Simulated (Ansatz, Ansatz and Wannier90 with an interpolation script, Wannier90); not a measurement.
# SrTiO3 (Tausonite): quasiparticle bands by Wannier interpolation

Wanted: quasiparticle gap and band widths of SrTiO3 (Tausonite) over the whole zone.

Main program and level: Ansatz 0.2.0; LDA, Wannier functions and G0W0, plane waves, PAW.

**The experiments to reproduce.**

- Gap 3.77 eV: direct gap (M0 critical point); spectroscopic ellipsometry, second-derivative fit; 300 K; bulk crystal (commercial single crystal) (“Optical probe of ferroelectric order in bulk and thin film perovskite titanates”, 2013, arxiv:1309.1245).

This is a report of a sequence of runs, with most program output left out.

**1. Set-up**

Symmetry: Pm-3m, No. 221, cubic system. The conventional cell has a = 3.905 Å, b = 3.905 Å, c = 3.905 Å, α = 90.00°, β = 90.00°, γ = 90.00°. Nearest to Sr lie 12 O at 2.76 Å. Nearest to Ti lie 6 O at 1.95 Å. Nearest to O lie 2 Ti at 1.95 Å and 4 Sr at 2.76 Å. Farther neighbours and most contacts between anions are not listed.

Structure file:

```cif
data_structure
_symmetry_space_group_name_H-M 'P 1'
_symmetry_Int_Tables_number 1
_cell_length_a 3.9053
_cell_length_b 3.9053
_cell_length_c 3.9053
_cell_angle_alpha 90.000
_cell_angle_beta 90.000
_cell_angle_gamma 90.000
_cell_volume 59.56
loop_
_atom_site_label
_atom_site_type_symbol
_atom_site_fract_x
_atom_site_fract_y
_atom_site_fract_z
_atom_site_occupancy
Sr1 Sr 0.50000 0.50000 0.50000 1
Ti2 Ti 0.00000 0.00000 0.00000 1
O3 O 0.50000 0.00000 0.00000 1
O4 O 0.00000 0.50000 0.00000 1
O5 O 0.00000 0.00000 0.50000 1
```

The cell and positions come from the Crystallography Open Database and are kept as given unless a step says otherwise. The default PAW set here is soft_2. Its files were made with PBE.

**2. LDA bands**

Levels along a band path, at the cheap level, show where the edges lie and whether the meshes to come will hold them.

This step: DFT, LDA, plane waves, PAW.

The input, input.yaml:

```yaml
crystal:
  lattice:
    - [3.90528, 0.0, 0.0]
    - [0.0, 3.90528, 0.0]
    - [0.0, 0.0, 3.90528]
  atoms:
    - { symbol: Sr, position: [0.5, 0.5, 0.5] }
    - { symbol: Ti, position: [0.0, 0.0, 0.0] }
    - { symbol: O, position: [0.5, 0.0, 0.0] }
    - { symbol: O, position: [0.0, 0.5, 0.0] }
    - { symbol: O, position: [0.0, 0.0, 0.5] }
kpoints:
  mp_grid: { grid: [4, 4, 4] }
  band_path:
    path:
      - [[0.0, 0.0, 0.0], [0.0, 0.5, 0.0], [0.5, 0.5, 0.0], [0.0, 0.0, 0.0], [0.5, 0.5, 0.5], [0.0, 0.5, 0.0]]
      - [[0.5, 0.5, 0.5], [0.5, 0.5, 0.0]]
    npoints: 10
hamiltonian:
  xc: lda
scf:
  occupations: { method: fermi_dirac, width: 0.02 }
  n_extra_bands: 31
output:
  eigenvalues: true
  fatbands: true
  write_density: true
  write_potential: true
  elf: true
  volumetric_format: npy
```

The run is started by

```sh
$ ansatz run input.yaml --threads 8 --pin off --max-ram 18432MiB --backend cpu --events-out ev --progress --plain --runs-dir out
```

Elapsed: 1.7 s, on 8 threads of Arm Neoverse V1, shared host; peak memory 0.44 GiB.

This step gave:

- filled bands: 20
- gap: 1.763 eV
- valence top at: R
- conduction bottom at: Γ
- least direct gap: 2.113 eV

The gap is indirect, with the least direct gap 0.35 eV higher.

ELF in the ac plane at fractional y = 0.000, with atoms of Ti and O within 0.2 Å of it. It is the smooth field of the valence electrons, not physical close to the nuclei.

Ten even steps from '_' (0.02) to '@' (0.81), each cell a mean:
```
::****::**@@%%**%%@@==--##++
####==..++@@@@@@@@%%--..++##
==--..__--##%%@@%%++::__..--
====--....::++++==::..::--==
@@@@%%==..__......__::++%%@@
##@@@@##--________..==%%@@%%
--##@@%%==________..++@@@@**
**%%@@%%--________..++%%@@%%
@@@@@@++::__________::##@@@@
****==::..::--==--....--++**
--::..__::++%%%%##==..__..::
##**::..==@@@@@@@@%%--..==**
==****::**@@%%##@@@@==--##**
__==##--**@@**--##@@====##::
```
Columns run along a (3.9 Å), rows up along c (3.9 Å). Atoms in or near the plane, at fractional coordinates: Ti at (0.00, 0.00), O at (0.50, 0.00), O at (0.00, 0.50).

Valence density in the ac plane at fractional y = 0.000, with atoms of Ti and O within 0.2 Å of it. It is the smooth field of the valence electrons, not physical close to the nuclei.

Values in units of 1e0 e/Å³, 14 rows by 14 columns, each cell a mean:
```
8.7 6.8 2.8 0.8 0.9 2.4 4.9 6.0 4.3 1.7 0.7 1.1 4.0 7.5
5.0 3.5 1.3 0.4 0.5 1.2 2.3 2.9 2.0 0.9 0.5 0.6 1.9 4.0
1.4 1.0 0.4 0.2 0.3 0.4 0.7 0.8 0.6 0.4 0.2 0.3 0.6 1.1
0.8 0.7 0.4 0.2 0.2 0.2 0.2 0.2 0.2 0.2 0.2 0.2 0.5 0.7
2.1 1.5 0.7 0.3 0.1 0.1 0.1 0.1 0.1 0.1 0.2 0.4 0.9 1.7
5.3 3.7 1.4 0.4 0.2 0.1 0.1 0.0 0.1 0.1 0.2 0.6 2.0 4.3
7.2 5.3 1.9 0.5 0.2 0.1 0.0 0.0 0.0 0.1 0.2 0.8 2.9 6.0
6.0 4.3 1.6 0.5 0.2 0.1 0.0 0.0 0.1 0.1 0.2 0.7 2.3 4.9
3.0 2.1 0.9 0.3 0.1 0.1 0.1 0.1 0.1 0.1 0.2 0.4 1.2 2.4
1.0 0.8 0.4 0.2 0.1 0.1 0.2 0.2 0.2 0.1 0.2 0.3 0.5 0.9
1.0 0.7 0.4 0.2 0.2 0.3 0.5 0.5 0.4 0.3 0.2 0.2 0.4 0.8
3.5 2.4 0.9 0.4 0.4 0.9 1.6 1.9 1.4 0.7 0.4 0.4 1.3 2.8
8.1 6.1 2.4 0.7 0.8 2.1 4.3 5.3 3.7 1.5 0.7 1.0 3.5 6.8
9.7 8.1 3.5 1.0 1.0 3.0 6.0 7.2 5.3 2.1 0.8 1.4 5.0 8.7
```
Columns run along a (3.9 Å), rows up along c (3.9 Å). Atoms in or near the plane, at fractional coordinates: Ti at (0.00, 0.00), O at (0.50, 0.00), O at (0.00, 0.50).

**3. Overlaps and projections on 8×8×8**

This step: overlaps and projections of LDA states for Wannier90, plane waves, PAW.

input.yaml, the sections that differ from step 2:

```yaml
kpoints:
  mp_grid: { grid: [4, 4, 4] }
scf:
  occupations: { method: fixed }
  n_extra_bands: 31
output:
  wannier:
    kmesh: [8, 8, 8]
    projections: [{ species: O, l: p, shell: 2 }, { species: Ti, l: d, shell: 3 }]
    minimise: false
    seedname: w
    disentanglement: { window: [4.73, 18.57], frozen_window: [4.73, 13.87] }
# crystal, hamiltonian: as in step 2
```

It took 4.4 s on 8 threads; peak memory 0.85 GiB; 22 s of CPU time.

**4. Wannier functions by Wannier90 (O:2p Ti:3d) on 8×8×8**

Localised functions give a small Hamiltonian that interpolates between mesh points at no cost.

This step: maximally localised Wannier functions from the overlaps of LDA states (plane waves, PAW).

The input, w.win:

```
num_iter = 1200
conv_tol = 1.0e-8
conv_window = 5
dis_num_iter = 4000
dis_conv_tol = 1.0e-8
dis_mix_ratio = 0.7
write_hr = true
use_ws_distance = false
num_print_cycles = 50
! ansatz wannier90 interface
! projections by site (counted from 0) and shell: 2 2P, 3 2P, 4 2P, 1 3D
! states of the run's bands (counted from 1): 1-31
num_bands = 31
num_wann  = 14
dis_win_min = 4.73
dis_win_max = 18.57
dis_froz_min = 4.73
dis_froz_max = 13.87
guiding_centres = true

begin unit_cell_cart
Ang
                  3.90528                      0.0                      0.0
                      0.0                  3.90528                      0.0
                      0.0                      0.0                  3.90528
end unit_cell_cart

begin atoms_frac
Sr                       0.5                      0.5                      0.5
Ti                       0.0                      0.0                      0.0
O                        0.5                      0.0                      0.0
O                        0.0                      0.5                      0.0
O                        0.0                      0.0                      0.5
end atoms_frac

mp_grid = 8 8 8

[... the mesh's points ...]
```

The run is started by

```sh
$ OMP_NUM_THREADS=1 mpirun -n 8 wannier90.x w > wannier90.x.log
```

Run time: 6 s. Hardware: 8 MPI ranks.

This step gave:

```
gauge-invariant spread     : 12.52 Å²
diagonal spread            : 0 Å²
off-diagonal spread        : 0.2245 Å²
total spread               : 12.74 Å²
disentanglement steps      : 131
r.m.s. interpolation error : 1.73e-4 eV
r.m.s. error near the gap  : 1.75e-4 eV
```

Near the gap the model misses directly solved bands by 0.2 meV r.m.s. and by 1 meV at most in the window tested. This tests the starting bands, not the corrections carried with them.

Wannier functions, by row:

```csv
function,x (Å),y (Å),z (Å),spread (Å²),nearest atom,distance (Å)
1,1.953,0,0,1.035,O3,0
2,1.953,0,0,0.759,O3,0
3,1.953,0,0,1.035,O3,0
4,0,1.953,0,1.035,O4,0
5,0,1.953,0,1.035,O4,0
6,0,1.953,0,0.759,O4,0
7,0,0,1.953,0.759,O5,0
8,0,0,1.953,1.035,O5,0
9,0,0,1.953,1.035,O5,0
10,0,0,0,0.712,Ti2,0
11,0,0,0,0.944,Ti2,0
12,0,0,0,0.944,Ti2,0
13,0,0,0,0.712,Ti2,0
14,0,0,0,0.944,Ti2,0
```

Frozen up to 4.26 eV; above it the model need not follow the bands. The electronic bands at the labelled points (eV, zero at the valence-band top):

| point | band 17 | band 18 | band 19 | band 20 | band 21 | band 22 | band 23 | band 24 |
| --- | --- | --- | --- | --- | --- | --- | --- | --- |
| Γ | -1.19 | -0.35 | -0.35 | -0.35 | 1.76 | 1.76 | 1.76 | 4.37 |
| halfway | -1.69 | -1.65 | -0.60 | -0.60 | 1.85 | 2.86 | 2.86 | 4.37 |
| X | -2.40 | -2.03 | -0.73 | -0.73 | 1.94 | 3.75 | 3.75 | 4.37 |
| halfway | -1.91 | -1.48 | -1.34 | -0.65 | 2.92 | 3.75 | 3.86 | 5.12 |
| M | -1.73 | -1.58 | -1.58 | -0.09 | 3.75 | 3.75 | 4.20 | 5.37 |
| halfway | -1.73 | -1.37 | -1.08 | -0.75 | 2.81 | 2.96 | 3.22 | 4.99 |
| Γ | -1.19 | -0.35 | -0.35 | -0.35 | 1.76 | 1.76 | 1.76 | 4.37 |
| halfway | -2.82 | -0.94 | -0.94 | -0.63 | 3.29 | 3.35 | 3.35 | 6.51 |
| R | -3.77 | 0.00 | 0.00 | 0.00 | 4.43 | 4.43 | 4.43 | 8.40 |
| halfway | -2.75 | -0.96 | -0.82 | -0.54 | 3.43 | 3.93 | 3.96 | 6.49 |
| X | -2.40 | -2.03 | -0.73 | -0.73 | 1.94 | 3.75 | 3.75 | 4.37 |
| jump to R | -3.77 | 0.00 | 0.00 | 0.00 | 4.43 | 4.43 | 4.43 | 8.40 |
| halfway | -3.17 | -0.68 | -0.68 | -0.05 | 4.04 | 4.04 | 4.31 | 7.01 |
| M | -1.73 | -1.58 | -1.58 | -0.09 | 3.75 | 3.75 | 4.20 | 5.37 |

The same for Kohn-Sham, solved directly:

```
point  band 17  band 18  band 19  band 20  band 21  band 22  band 23  band 24
    Γ    -1.19    -0.35    -0.35    -0.35     1.76     1.76     1.76     4.35
    X    -2.40    -2.03    -0.73    -0.73     1.94     3.75     3.75     4.37
    M    -1.73    -1.58    -1.58    -0.09     3.75     3.75     4.20     5.33
    Γ    -1.19    -0.35    -0.35    -0.35     1.76     1.76     1.76     4.35
    R    -3.77     0.00     0.00     0.00     4.43     4.43     4.43     6.88
    X    -2.40    -2.03    -0.73    -0.73     1.94     3.75     3.75     4.37
    R    -3.77     0.00     0.00     0.00     4.43     4.43     4.43     6.88
    M    -1.73    -1.58    -1.58    -0.09     3.75     3.75     4.20     5.33
```

**5. G0W0 at every point of the mesh: 4×4×4 mesh, 248 empty bands, screening to 150 eV**

G0W0 replaces the xc potential by the self-energy, built once from these orbitals. Only a window of levels is corrected, while the sums run over the empty bands that the input names.

This step: G0W0 on LDA, plane waves, PAW.

input.yaml, the sections that differ from step 3:

```yaml
scf:
  occupations: { method: fixed }
gw:
  n_empty_bands: 248
  ecut_chi: 150.0
  qp_bands: [v9, c3]
  screening: { model: contour_deformation }
# crystal, kpoints, hamiltonian: as in step 3
# output: removed
```

The run is started by

```sh
$ ansatz run input.yaml --threads 8 --pin off --max-ram 18432MiB --backend cpu --events-out ev --progress --plain --runs-dir out
```

It took 35 s on 8 threads; peak memory 1.1 GiB.

This step gave:

```yaml
bands_summed: 268
rpa_eps_infinity_on_this_mesh_eigenvalues: 6.822, 6.822, 6.822
plane_waves_in_the_screening_matrix: 251
q_points_in_the_mesh: 64
g0w0_gap_on_the_mesh: 3.459 eV
k_of_the_valence_top: -0.5, -0.5, -0.5
k_of_the_conduction_bottom: 0, 0, 0
starting_gap_on_the_mesh: 1.763 eV
z_at_the_valence_top: 0.7152
z_at_the_conduction_bottom: 0.7376
least_direct_g0w0_gap_on_the_computed_points: 3.807 eV
```

The gap on the mesh goes from 1.76 eV to 3.46 eV, a correction of +1.70 eV. Between the two edge states, bare exchange in place of the xc potential would open the gap by 12.89 eV, and correlation takes back 11.19 eV.

**6. Interpolating the corrections**

A script adds the corrections, carried to the Wannier functions and back, to the LDA levels, along the path and on a 13×13×13 mesh.

```
G0W0 gap over the zone     : 3.458 eV
valence top at             : R
conduction bottom at       : Γ
starting gap over the zone : 1.763 eV
least direct G0W0 gap      : 3.806 eV
G0W0 gap on the mesh       : 3.459 eV
valence width, start       : 4.734 eV
valence width, G0W0        : 4.808 eV
gap by a rigid shift       : 3.458 eV
```

Levels solved directly plus the interpolated quasiparticle correction. Limits: finite bands, cutoff and mesh; no spin-orbit coupling; coarse k mesh. The quasiparticle bands at the labelled points (eV, zero at the valence-band top of each set):

```csv
point,band 17,band 18,band 19,band 20,band 21
Γ,-1.25,-0.35,-0.35,-0.35,3.46
halfway,-1.72,-1.72,-0.60,-0.60,3.56
X,-2.35,-2.11,-0.76,-0.76,3.66
halfway,-2.00,-1.53,-1.35,-0.68,4.59
M,-1.84,-1.68,-1.68,-0.09,5.42
halfway,-1.79,-1.43,-1.06,-0.78,4.47
Γ,-1.25,-0.35,-0.35,-0.35,3.46
halfway,-2.89,-0.96,-0.96,-0.67,4.98
R,-3.71,0.00,0.00,0.00,6.09
halfway,-2.76,-0.99,-0.86,-0.56,5.10
X,-2.35,-2.11,-0.76,-0.76,3.66
jump to R,-3.71,0.00,0.00,0.00,6.09
halfway,-3.16,-0.72,-0.72,-0.05,5.70
M,-1.84,-1.68,-1.68,-0.09,5.42
```

The same for LDA:

```csv
point,band 17,band 18,band 19,band 20,band 21
Γ,-1.19,-0.35,-0.35,-0.35,1.76
X,-2.40,-2.03,-0.73,-0.73,1.94
M,-1.73,-1.58,-1.58,-0.09,3.75
Γ,-1.19,-0.35,-0.35,-0.35,1.76
R,-3.77,0.00,0.00,0.00,4.43
X,-2.40,-2.03,-0.73,-0.73,1.94
R,-3.77,0.00,0.00,0.00,4.43
M,-1.73,-1.58,-1.58,-0.09,3.75
```

Minima of the lowest conduction band, from levels solved directly at the displaced points, plus the interpolated correction; masses are left empty at degenerate points, on flat bands and where the interpolated correction rules the curvature; G0W0 masses are rough. Conduction valleys, by row:

| point | k (reciprocal lattice) | valleys in the zone | G0W0 level above the valence top (eV) | LDA level above the valence top (eV) | G0W0 principal masses (m_e) | LDA principal masses (m_e) |
| --- | --- | --- | --- | --- | --- | --- |
| Γ | 0.000 0.000 0.000 | 1 | 3.458 | 1.763 | - | - |

Second differences of levels solved directly at the displaced points, plus the interpolated correction, at the quasiparticle band edges; no spin-orbit coupling; left empty where the band is flat or the interpolated correction rules the curvature. Effective masses, by row:

| carrier | point | Cartesian direction | band | LDA mass (m_e) | G0W0 mass (m_e) |
| --- | --- | --- | --- | --- | --- |
| hole | R | 100 | 19 | 0.81 | 0.77 |
| hole | R | 100 | 18 | 0.81 | 0.77 |
| hole | R | 010 | 19 | 0.81 | 0.77 |
| hole | R | 010 | 18 | 0.81 | 0.77 |
| hole | R | 001 | 19 | 0.81 | 0.77 |
| hole | R | 001 | 18 | 0.81 | 0.77 |
| hole | R | 110 | 20 | 2.923 | 2.944 |
| hole | R | 110 | 19 | 1.021 | 0.956 |
| hole | R | 110 | 18 | 0.8 | 0.761 |
| hole | R | 111 | 20 | 2.243 | 2.259 |
| hole | R | 111 | 19 | 0.941 | 0.886 |
| hole | R | 111 | 18 | 0.941 | 0.886 |
| electron | Γ | 100 | 21 | 6.069 | 5.106 |
| electron | Γ | 100 | 22 | 0.367 | 0.423 |
| electron | Γ | 100 | 23 | 0.367 | 0.423 |
| electron | Γ | 010 | 21 | 6.069 | 5.106 |
| electron | Γ | 010 | 22 | 0.367 | 0.423 |
| electron | Γ | 010 | 23 | 0.367 | 0.423 |
| electron | Γ | 001 | 21 | 6.069 | 5.106 |
| electron | Γ | 001 | 22 | 0.367 | 0.423 |
| electron | Γ | 001 | 23 | 0.367 | 0.423 |
| electron | Γ | 110 | 21 | 0.822 | 0.955 |
| electron | Γ | 110 | 22 | 0.598 | 0.662 |
| electron | Γ | 110 | 23 | 0.367 | 0.423 |
| electron | Γ | 111 | 21 | 0.637 | 0.751 |
| electron | Γ | 111 | 22 | 0.494 | 0.557 |
| electron | Γ | 111 | 23 | 0.494 | 0.557 |

Corrections by starting level (eV, on the run's own energy scale, so only their differences matter):

```
start  correction
-4.73       −0.21
-4.21       −0.11
-3.77       −0.22
-3.37       −0.24
-2.91       −0.22
-2.84       −0.42
-2.40       −0.24
-1.69       −0.31
-1.19       −0.34
-0.75       −0.32
-0.60       −0.28
 0.00       −0.28
 0.00       −0.28
 1.76       +1.41
 2.86       +1.36
 3.35       +1.38
 3.93       +1.39
 4.43       +1.38
```

**7. LDA+SOC bands, for comparison**

Spin-orbit coupling can split or shift the edges; a non-collinear run measures by how much.

This step: DFT, LDA with spin-orbit coupling, plane waves, PAW.

input.yaml, the sections that differ from step 5:

```yaml
kpoints:
  mp_grid: { grid: [4, 4, 4] }
  band_path:
    path:
      - [[0.0, 0.0, 0.0], [0.0, 0.5, 0.0], [0.5, 0.5, 0.0], [0.0, 0.0, 0.0], [0.5, 0.5, 0.5], [0.0, 0.5, 0.0]]
      - [[0.5, 0.5, 0.5], [0.5, 0.5, 0.0]]
    npoints: 10
scf:
  occupations: { method: fermi_dirac, width: 0.02 }
  n_extra_bands: 10
magnetization:
  noncollinear: true
  spin_orbit: true
output:
  eigenvalues: true
# crystal, hamiltonian: as in step 5
# gw: removed
```

Elapsed: 5.8 s, on 8 threads; peak memory 0.71 GiB; 42 s of CPU time.

This step gave:

- filled bands: 40
- gap: 1.748 eV
- valence top at: R
- conduction bottom at: Γ
- least direct gap: 2.081 eV

The gap stands −0.02 eV against LDA.

**8. Results**

```
LDA gap                             : 1.76 eV
G0W0 gap over the zone              : 3.46 eV, indirect
least direct G0W0 gap, in the model : 3.81 eV
with the spin-orbit change          : 3.44 eV
GW settings                         : 4×4×4 mesh, 248 empty bands, screening to 150 eV
known limits                        : not at the basis limit; no spin-orbit coupling; coarse k mesh
```

In words: The Wannier model follows the LDA bands to under 1 meV r.m.s. near the gap. The G0W0 gap over the zone is 3.46 eV, indirect, from R to Γ; on the mesh alone it is 3.46 eV, nearly the same. The valence width in the model goes from 4.73 eV to 4.81 eV. At the band edge the lightest electron mass is 0.37 m_e at the start and 0.42 m_e in G0W0; the G0W0 masses rest on corrections from the 4×4×4 mesh alone and are rough. LDA+SOC gives a gap of 1.75 eV on the same path, a spin-orbit change of −0.02 eV that would bring the G0W0 gap to 3.44 eV. Against experiment, by G0W0@LDA with the spin-orbit change: the direct gap of 3.77 eV lies +0.005 eV from the measured 3.77 eV (direct, 300 K, 2013). An exciton line or allowed optical edge lies below the quasiparticle gap by the binding energy; a forbidden edge can push the onset above it. The calculation has static nuclei and no excitons; a measured gap holds zero-point and thermal motion, which mostly lowers it. Bands and cutoff are finite, so the gap is not at the basis limit. The miss can reach some tenths of an eV and take either sign; the mesh is an error of its own. Above the frozen window of the model the interpolated levels need not meet the computed ones, even at points of the mesh. The 4×4×4 mesh is coarse for this cell (its supercell is 16 Å along the shortest edge). The RPA ε∞ on it, from the LDA start, is 6.82; such meshes misread the long-range screening, most where the gap is narrow. This is the ideal cubic cell; many perovskites, halides above all, are cubic only on average, and local tilts or off-centring can widen the gap.

[Paths, hosts, dates, memory and timing lines, banners, echoed tables and standing remarks are left out of the program output.]

[Logs are printed without paths, hosts, clocks, repeated set-up lines and the standing remarks that a program may print on its own settings, such as how far it seeks lower states.]

[Runs of the session that timed out or met a known fault of the program may be left out.]

[Hosts, paths, dates, database ids (printed as entryN), source tags and the programs' standing remarks are cut or masked in the printed files.]
